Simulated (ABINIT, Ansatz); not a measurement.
# Calculated records

```cif
data_cao
_symmetry_space_group_name_H-M 'Fm-3m'
_symmetry_Int_Tables_number 225
_cell_length_a 4.8130
_cell_length_b 4.8130
_cell_length_c 4.8130
_cell_angle_alpha 90.000
_cell_angle_beta 90.000
_cell_angle_gamma 90.000
_cell_volume 111.49
loop_
_atom_site_label
_atom_site_type_symbol
_atom_site_symmetry_multiplicity
_atom_site_Wyckoff_symbol
_atom_site_fract_x
_atom_site_fract_y
_atom_site_fract_z
_atom_site_occupancy
Ca1 Ca 4 a 0.00000 0.00000 0.00000 1
O1 O 4 b 0.50000 0.00000 0.00000 1
_calc_subject 'CaO (Lime): G0W0 with ABINIT, start to end'
_calc_method 'RPA screening on PBE, plane waves, norm-conserving pseudopotentials (and 2 further levels or steps)'
_calc_program 'ABINIT 10.8.3'
_calc_settings 'cutoff 36 Ha, PseudoDojo scalar-relativistic 0.4.1 standard, norm-conserving, ngkpt (6, 6, 6), nband 160, ecuteps 8.8 Ha, inclvkb 2, shiftk (0, 0, 0), symchi 1, awtr 1, frequency ppm, 6×6×6 k-mesh'
_calc_cost '5 runs, 2 min in all on 8 MPI ranks of Arm Neoverse V1, shared host'
_calc_notes 'The cell and positions come from the Crystallography Open Database and are kept as given unless a step says otherwise.'
_calc_pbe_gap '3.66 eV, indirect'
_calc_g0w0_gap_on_the_mesh '5.84 eV'
_calc_gw_settings '6×6×6 mesh, 160 bands, screening to 239.5 eV, Godby-Needs plasmon pole'
_calc_known_limits 'short of the basis limit'
```

[Long decimals in the printed logs are rounded to 6 places.]

[Logs are printed without paths, hosts, clocks, repeated set-up lines and the standing remarks that a program may print on its own settings, such as how far it seeks lower states.]

[Paths, hosts, dates, memory and timing lines, banners, echoed tables and standing remarks are left out of the program output; an Ansatz launch command may be rebuilt from the run's recorded settings. Measured values are a selection of at most five: reports struck by readers or far from the other reports are left out. None is set beside runs whose start may be inverted or whose files or cutoffs have a known fault.]

[Runs of the session that timed out or met a known fault of the program may be left out.]

[Hosts, paths, dates, database ids (printed as entryN), source tags and the programs' standing remarks are cut or masked in the printed files.]

[G0W0 gaps are taken among the corrected bands and points alone; a level outside them can change the order at an edge.]

[Where Ansatz stands beside ABINIT at settings called matched, ABINIT's density can come from a denser mesh and the files from another edition; pairs whose starting gaps differed by over 0.03 eV were left out, so agreement reads better than it is.]
